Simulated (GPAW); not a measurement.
**Optical response of Te2Mo**

Aim: the dielectric function of Te2Mo, and the optical constants that follow from it.

Method: DFT, PBE, plane-wave PAW (GPAW data sets), scalar-relativistic, RPA, optical limit, in GPAW 26.7.0.

## Step 1: The starting structure

It takes space group P6_3/mmc (No. 194, hexagonal). Conventional cell: a = 3.518 Å, b = 3.518 Å, c = 13.974 Å, α = 90.00°, β = 90.00°, γ = 120.00°. Te has 3 Mo at 2.72 Å nearest. Nearest to Mo lie 6 Te at 2.72 Å. Farther neighbours and most contacts between anions are not listed.

As a file:

```
Te Mo
1.0
     3.51820    0.00000    0.00000
    -1.75910    3.04685    0.00000
     0.00000    0.00000   13.97360
Te Mo
4 2
Direct
  0.66667 0.33333 0.37900
  0.33333 0.66667 0.87900
  0.66667 0.33333 0.12100
  0.33333 0.66667 0.62100
  0.66667 0.33333 0.75000
  0.33333 0.66667 0.25000
```

## Step 2: Ground state

First the ground state: is it a metal or has it a gap?

This step: DFT, PBE, plane-wave PAW (GPAW data sets), scalar-relativistic, ground state (GPAW 26.7.0).

Contents of gs.py:

```python
from ase import Atoms
from ase.dft.bandgap import bandgap
from gpaw import GPAW, PW, FermiDirac

atoms = Atoms(['Te', 'Te', 'Te', 'Te', 'Mo', 'Mo'],
              cell=[[3.518200000003, 0.000000000000, 0.000000000000],
                    [-1.759100000002, 3.046850575597, 0.000000000000],
                    [0.000000000000, 0.000000000000, 13.973600000000]],
              scaled_positions=[[0.666666666667, 0.333333333333, 0.379000000000],
                                [0.333333333333, 0.666666666667, 0.879000000000],
                                [0.666666666667, 0.333333333333, 0.121000000000],
                                [0.333333333333, 0.666666666667, 0.621000000000],
                                [0.666666666667, 0.333333333333, 0.750000000000],
                                [0.333333333333, 0.666666666667, 0.250000000000]],
              pbc=[True, True, True])
atoms.calc = GPAW(mode=PW(400), xc='PBE', kpts={'size': (9, 9, 2), 'gamma': True},
                  occupations=FermiDirac(0.05), maxiter=150, txt='gs.txt')
print('energy (eV)', atoms.get_potential_energy())
print('Fermi level (eV)', atoms.calc.get_fermi_level())
print('valence electrons', atoms.calc.get_number_of_electrons())
print('gap (eV)', bandgap(atoms.calc, output=None)[0])
print('direct gap (eV)', bandgap(atoms.calc, direct=True, output=None)[0])
atoms.calc.write('gs.gpw')
```

On the command line:

```
> OMP_NUM_THREADS=1 python gs.py
```

Numbers of over 12 decimals in the logs are rounded to 6 here.

Log:

```text
__  _  _
 | _ |_)|_||  |
 |__||  | ||/\| - 26.7.0

Versions:
  Python: 3.12.14
  ASE:    3.29.0
  Numpy:  2.5.5
  Scipy:  1.18.1
  Libxc:  7.0.0

Input parameters:
  mode=PW(ecut=400.0),
  kpts=MonkhorstPack(size=(9, 9, 2), gamma=True),
  maxiter=150,
  occupations=Occupations(name='fermi-dirac', width=0.05, fixmagmom=False),
  xc=XC(name='PBE')

Diagonalizing LCAO Hamiltonian
Converting LCAO to pw mode

        Te

           Mo

        Te

           Te

        Mo

           Te

Atoms  # Å, Bohr magnetons
|   | symbol |         x |        y |         z |    initial magnetic moments |
| 0 |     Te |  1.759100 | 1.015617 |  5.295994 | ( 0.0000,  0.0000,  0.0000) |
| 1 |     Te | -0.000000 | 2.031234 | 12.282794 | ( 0.0000,  0.0000,  0.0000) |
| 2 |     Te |  1.759100 | 1.015617 |  1.690806 | ( 0.0000,  0.0000,  0.0000) |
| 3 |     Te | -0.000000 | 2.031234 |  8.677606 | ( 0.0000,  0.0000,  0.0000) |
| 4 |     Mo |  1.759100 | 1.015617 | 10.480200 | ( 0.0000,  0.0000,  0.0000) |
| 5 |     Mo | -0.000000 | 2.031234 |  3.493400 | ( 0.0000,  0.0000,  0.0000) |

Unit cell  # Å
| periodic |         x |        y |         z |   lengths |     angles |
|      yes |  3.518200 | 0.000000 |  0.000000 |  3.518200 |  90.000000 |
|      yes | -1.759100 | 3.046851 |  0.000000 |  3.518200 |  90.000000 |
|      yes |  0.000000 | 0.000000 | 13.973600 | 13.973600 | 120.000000 |

Number of symmetries: 12
Symmetry operations  # r_c * U_cc + t_c -> r_c
|    | kind |            matrix            |
|  0 |  σ   |  1, 1, 0,  0,-1, 0,  0, 0, 1 |
|  1 |  S6  |  1, 1, 0, -1, 0, 0,  0, 0,-1 |
|  2 |  E   |  1, 0, 0,  0, 1, 0,  0, 0, 1 |
|  3 |  C2  |  1, 0, 0, -1,-1, 0,  0, 0,-1 |
|  4 |  C2  |  0, 1, 0,  1, 0, 0,  0, 0,-1 |
|  5 |  C3  |  0, 1, 0, -1,-1, 0,  0, 0, 1 |
|  6 |  S6  |  0,-1, 0,  1, 1, 0,  0, 0,-1 |
|  7 |  σ   |  0,-1, 0, -1, 0, 0,  0, 0, 1 |
|  8 |  σ   | -1, 0, 0,  1, 1, 0,  0, 0, 1 |
|  9 |  i   | -1, 0, 0,  0,-1, 0,  0, 0,-1 |
| 10 |  C3  | -1,-1, 0,  1, 0, 0,  0, 0, 1 |
| 11 |  C2  | -1,-1, 0,  0, 1, 0,  0, 0,-1 |

BZ-sampling:
  Number of BZ points: 162
  Number of IBZ points: 24

  Monkhorst-Pack size: [9, 9, 2]
  Monkhorst-Pack shift: [0.0, 0.0, 0.25]

K-points  # in reciprocal-cell coordinates
|     |                                coordinates |     weight |
|   0 | (  0.00000000,   0.00000000,   0.00000000) | 0.00617284 |
|   1 | (  0.00000000,   0.00000000,   0.50000000) | 0.00617284 |
|   2 | (  0.11111111,   0.00000000,   0.00000000) | 0.03703704 |
|   3 | (  0.11111111,   0.00000000,   0.50000000) | 0.03703704 |
|   4 | (  0.22222222,  -0.11111111,   0.00000000) | 0.03703704 |
|   5 | (  0.22222222,  -0.11111111,   0.50000000) | 0.03703704 |
|   6 | (  0.22222222,   0.00000000,   0.00000000) | 0.03703704 |
|   7 | (  0.22222222,   0.00000000,   0.50000000) | 0.03703704 |
|   8 | (  0.33333333,  -0.11111111,   0.00000000) | 0.07407407 |
|   9 | (  0.33333333,  -0.11111111,   0.50000000) | 0.07407407 |
| ... |                                            |            |
|  23 | (  0.44444444,   0.44444444,   0.50000000) | 0.03703704 |

Plane wave coefficients: 2736
Cutoff: 400.0 eV

Spin-components: 1 (collinear spins)
Bands:           36
Projectors:      32
Spin-degeneracy: 2
Datatype:        complex128

Parallelization:
  kpt:    1
  domain: 1
  band:   1

Density:
  Valence electrons: 52.0
  Components: 1
  Grid points: [18 18 70]
  Charge: 0.0  # |e|

Potential:
  Grid points: [18 18 70]

species:
  Te:
    name:    Tellurium
    id:
    Z:       52.0
    valence: 6
    core:    46
    charge:  0.0  # [|e|]
    compensation charges:
      type: gauss
      rc: 0.36  # [Å]
      lmax: 2
    cutoffs:
      filter: 2.09  # [Å]
      core: 3.17  # [Å]
    projectors
    | kind |    occ | energy [eV] | rcut [Å] |
    |   5s |  2.000 |     -15.089 |    1.180 |
    |   5p |  4.000 |      -5.955 |    1.196 |
    |    s |        |      12.123 |    1.180 |
    |    p |        |      21.256 |    1.196 |
    |    d |        |       0.000 |    1.238 |

    Using partial waves for Te as LCAO basis

  Mo:
    name:    Molybdenum
    id:
    Z:       42.0
    valence: 14
    core:    28
    charge:  0.0  # [|e|]
    compensation charges:
      type: gauss
      rc: 0.38  # [Å]
      lmax: 2
    cutoffs:
      filter: 2.16  # [Å]
      core: 1.42  # [Å]
    projectors
    | kind |    occ | energy [eV] | rcut [Å] |
    |   4s |  2.000 |     -64.307 |    1.238 |
    |   5s |  1.000 |      -4.084 |    1.238 |
    |   4p |  6.000 |     -38.491 |    1.296 |
    |   5p |  0.000 |      -1.044 |    1.296 |
    |   4d |  5.000 |      -3.754 |    1.296 |
    |    d |        |      23.458 |    1.296 |

    Using partial waves for Mo as LCAO basis

Reference energy: -959430.878998  # eV

eigensolver:
  PPCG
  Converge bands: occupied
  niter=2

density mixing:
  MSR1-Mixer
  Pratt-step length: 0.05
  Maximum mixing coefficient: 0.75
  Old densities: 10
  SVD Regularization: 0.005
  Good broyden scale: 1.0
  Trust region scale: 1.0
  Backstep threshold: 4.0
  History deletion threshold: 6.0
  Fourier metric: weight=20.0, sigma=0.015

occupation numbers:
  Fermi-Dirac:
    width: 0.0500  # eV

poisson solver:
  ecut: 3200.0  # eV

xc functional:
  name: PBE with 2 nearest neighbor stencil

convergence criteria:
- Maximum [total energy] change in last 3 cyles: 0.0005 eV / valence electron
- Maximum integral of absolute [dens]ity change: 0.0001 electrons / valence electron
- Maximum integral of absolute [eigenst]ate change: 4e-08 eV^2 / valence electron
maximum number of iterations: 150

SCF iterations
|iter     |      energy | eigst |  dens |
|iter:   1||  -38.310568 | +0.27 |       |
|iter:   2||  -37.968882 | -1.51 | -1.08 |
|iter:   3||  -37.137811 | -1.33 | -1.12 |
|iter:   4||  -36.912051 | -1.64 | -1.40 |
|iter:   5||  -36.902261 | -2.77 | -1.84 |
|iter:   6||  -36.901615c| -3.39 | -2.13 |
|iter:   7||  -36.901593c| -4.59 | -2.96 |
|iter:   8||  -36.901599c| -5.83 | -3.65 |
|iter:   9||  -36.901600c| -6.86 | -4.28c|
|iter:  10||  -36.901600c| -7.69c| -5.05c|

Converged in 10 steps
SCF loop duration: 50.549 s (5.055 s/step)
Energy contributions relative to reference atoms: (reference = -959430.878998)

Energy contributions:
  Kinetic:          19.328668
  Coulomb:         -25.868655
  Zero:             -0.182799
  External:          0.000000
  Xc:              -30.178800
  Entropy:          -0.000028
  Spinorbit:         0.000000
  ----------------------------
  Free energy:     -36.901614
  Extrapolated:    -36.901600

dipole moment: (-0.000099, -0.000172, -0.000789)  # |e|*Ang

Fermi level: 8.504
Eigenvalues  # (at kpt = [0.000, 0.000, 0.000])
| band index |      eig [eV] | occ [0-2] |
|          0 |       -52.719 |     2.000 |
|        ... |               |           |
|         18 |         6.327 |     2.000 |
|         19 |         7.088 |     2.000 |
|         20 |         7.094 |     2.000 |
|         21 |         7.094 |     2.000 |
|         22 |         7.131 |     2.000 |
|         23 |         7.131 |     2.000 |
|         24 |         7.815 |     2.000 |
|         25 |         8.140 |     1.999 |
|         26 |        11.036 |     0.000 |
|         27 |        11.036 |     0.000 |
|         28 |        11.168 |     0.000 |
|         29 |        11.168 |     0.000 |
|         30 |        11.261 |     0.000 |
|         31 |        11.261 |     0.000 |
|         32 |        11.515 |     0.000 |
|         33 |        11.515 |     0.000 |
|        ... |               |           |
|         35 |        14.331 |     0.000 |

Gap: 0.773 eV
Transition (v -> c):
  (s=0, k=0, n=25, [0.00, 0.00, 0.00]) -> (s=0, k=14, n=26, [0.44, -0.22, 0.00])
Direct/indirect transitions are different
Direct gap: 1.029 eV
Transition at: (s=0, k=12, n=25, [0.33, 0.33, 0.00])

--- standard output ---
energy (eV) -36.901600
Fermi level (eV) 8.504030
valence electrons 52.0
gap (eV) 0.773248
direct gap (eV) 1.029410
```

Elapsed: 53 s, on 1 thread of Arm Neoverse V1, shared host; peak memory 0.22 GiB.

Numbers from this step:

* energy: -36.90 eV
* Fermi energy: 8.504 eV
* gap on the k-mesh: 0.7732 eV
* direct gap on the mesh: 1.029 eV
* electrons: 52

There is a gap, 0.77 eV on this mesh (points off the mesh can give less), so no carriers' term is needed.

## Step 3: Bands for the response

At the fixed density, many empty bands are solved on the mesh of the response, since the spectrum sums over them.

This step: DFT, PBE, plane-wave PAW (GPAW data sets), scalar-relativistic, bands at fixed density (GPAW 26.7.0).

Contents of nscf.py:

```python
from ase.dft.bandgap import bandgap
from gpaw import GPAW, FermiDirac

calc = GPAW('gs.gpw').fixed_density(kpts={'size': (12, 12, 6), 'gamma': True}, nbands=80, convergence={'bands': 74},
                                    occupations=FermiDirac(0.001), txt='nscf.txt')
print('gap (eV)', bandgap(calc, output=None)[0])
print('direct gap (eV)', bandgap(calc, direct=True, output=None)[0])
print('top band over the Fermi level (eV)', min(calc.get_eigenvalues(kpt=k)[73] for k in range(len(calc.get_ibz_k_points()))) - calc.get_fermi_level())
calc.write('full.gpw', mode='all')
```

On the command line:

```
> OMP_NUM_THREADS=1 python nscf.py
```

Log:

```text
Diagonalizing LCAO Hamiltonian
Converting LCAO to pw mode
convergence criteria:
- Maximum integral of absolute [eigenst]ate change: 4e-08 eV^2 / valence electron
maximum number of iterations: 150

SCF iterations
|iter     |      energy | eigst |  dens |
|iter:   1||             | +3.17 |       |
|iter:   2||             | +2.07 |       |
|iter:   3||             | +1.27 |       |
|iter:   4||             | +0.54 |       |
|iter:   5||             | +0.02 |       |
|iter:   6||             | -0.44 |       |
|iter:   7||             | -0.82 |       |
|iter:   8||             | -1.18 |       |
|iter:   9||             | -1.51 |       |
|iter:  10||             | -1.85 |       |
|iter:  11||             | -2.19 |       |
|iter:  12||             | -2.55 |       |
|iter:  13||             | -2.91 |       |
|iter:  14||             | -3.31 |       |
|iter:  15||             | -3.68 |       |
|iter:  16||             | -4.09 |       |
|iter:  17||             | -4.47 |       |
|iter:  18||             | -4.87 |       |
|iter:  19||             | -5.24 |       |
|iter:  20||             | -5.63 |       |
|iter:  21||             | -6.00 |       |
|iter:  22||             | -6.39 |       |
|iter:  23||             | -6.76 |       |
|iter:  24||             | -7.10 |       |
|iter:  25||             | -7.39 |       |
|iter:  26||             | -7.64c|       |
SCF steps: 26
  __  _  _
 | _ |_)|_||  |
 |__||  | ||/\| - 26.7.0

Versions:
  Python: 3.12.14
  ASE:    3.29.0
  Numpy:  2.5.5
  Scipy:  1.18.1
  Libxc:  7.0.0

Input parameters:
  mode=PW(ecut=400.0),
  convergence={'bands': 74},
  gpts=array([18, 18, 70]),
  kpts=MonkhorstPack(size=(12, 12, 6), gamma=True),
  maxiter=150,
  nbands=80,
  occupations=Occupations(name='fermi-dirac', width=0.001, fixmagmom=False),
  parallel={},
  xc=XC(name='PBE')

--- standard output ---
gap (eV) 0.751430
direct gap (eV) 1.029410
top band over the Fermi level (eV) 18.261251
```

Run time: 19 min. Hardware: 1 thread; peak memory 0.61 GiB.

Read-outs, printed or worked out from the files:

- gap on the k-mesh: 0.7514 eV

## Step 4: Dielectric function, RPA

Local fields let the induced charge screen the field inside the cell, which as a rule lowers ε, most along directions where the density is uneven.

This step: DFT, PBE, plane-wave PAW (GPAW data sets), scalar-relativistic, RPA, optical limit (GPAW 26.7.0).

Contents of df.py:

```python
from gpaw.response.df import DielectricFunction

df = DielectricFunction('full.gpw', frequencies={'type': 'nonlinear', 'domega0': 0.03, 'omega2': 8},
                        ecut=30,
                        eta=0.1,
                        nbands=74,
                        txt='df.txt')
for direction in ['x', 'z']:
    df.get_dielectric_function(xc='RPA', direction=direction, filename=f'df_{direction}.csv')
```

On the command line:

```
> OMP_NUM_THREADS=1 python df.py
```

Log:

```text
Using integrator: PointIntegrator
NonLinearFrequencyDescriptor(from 0.000 to 83.625 eV, 524 points)
Nonperiodic BCs:  [False False False]
Using integrator: PointIntegrator
NonLinearFrequencyDescriptor(from 0.000 to 83.625 eV, 524 points)
Nonperiodic BCs:  [False False False]

Calculating chi0 body with:
    Ground state adapter containing:
    Number of spins: 1
    Number of kpoints: 864
    Number of irreducible kpoints: 100
    Number of completely occupied states: 26
    Number of partially occupied states: 26

    Linear response parametrization:
    q_c: [0.0, 0.0, 0.0]
    Number of frequency points: 524
    Planewave cutoff: 30.0
    Number of bands: 74
    Number of planewaves: 67
    Broadening (eta): 0.1

Integrating chi0 body.

Symmetries of q_c:
    Direct symmetries (Uq -> q): 12
    Indirect symmetries (TUq -> q): 0
In total 12 allowed symmetries.

100 groups of equivalent kpoints. 88.425926% reduction.

Integral kind: spectral function

Calculating chi0 optical extensions with:
    Ground state adapter containing:
    Number of spins: 1
    Number of kpoints: 864
    Number of irreducible kpoints: 100
    Number of completely occupied states: 26
    Number of partially occupied states: 26

    Linear response parametrization:
    Number of frequency points: 524
    Planewave cutoff: 30.0
    Number of bands: 74
    Number of planewaves: 67
    Broadening (eta): 0.1
Integrating chi0 head and wings.

Symmetries of q_c:
    Direct symmetries (Uq -> q): 12
    Indirect symmetries (TUq -> q): 0
In total 12 allowed symmetries.

100 groups of equivalent kpoints. 88.425926% reduction.

Integral kind: spectral function wings
```

Wall time 2.3 min (1 thread); peak memory 0.39 GiB.

Numbers from this step:

```
electronic dielectric constant ε∞, mean over x, y and z (by symmetry where fewer were run) : 15.55
```

(Continued in part 2 of 2.)

[Machine, clock and banner lines and Python warnings are left out of the logs.]

[Logs are printed without paths, hosts, clocks, repeated set-up lines and the standing remarks that a program may print on its own settings, such as how far it seeks lower states.]

[Hosts, paths, dates, database ids (printed as entryN), source tags and the programs' standing remarks are cut or masked in the printed files.]
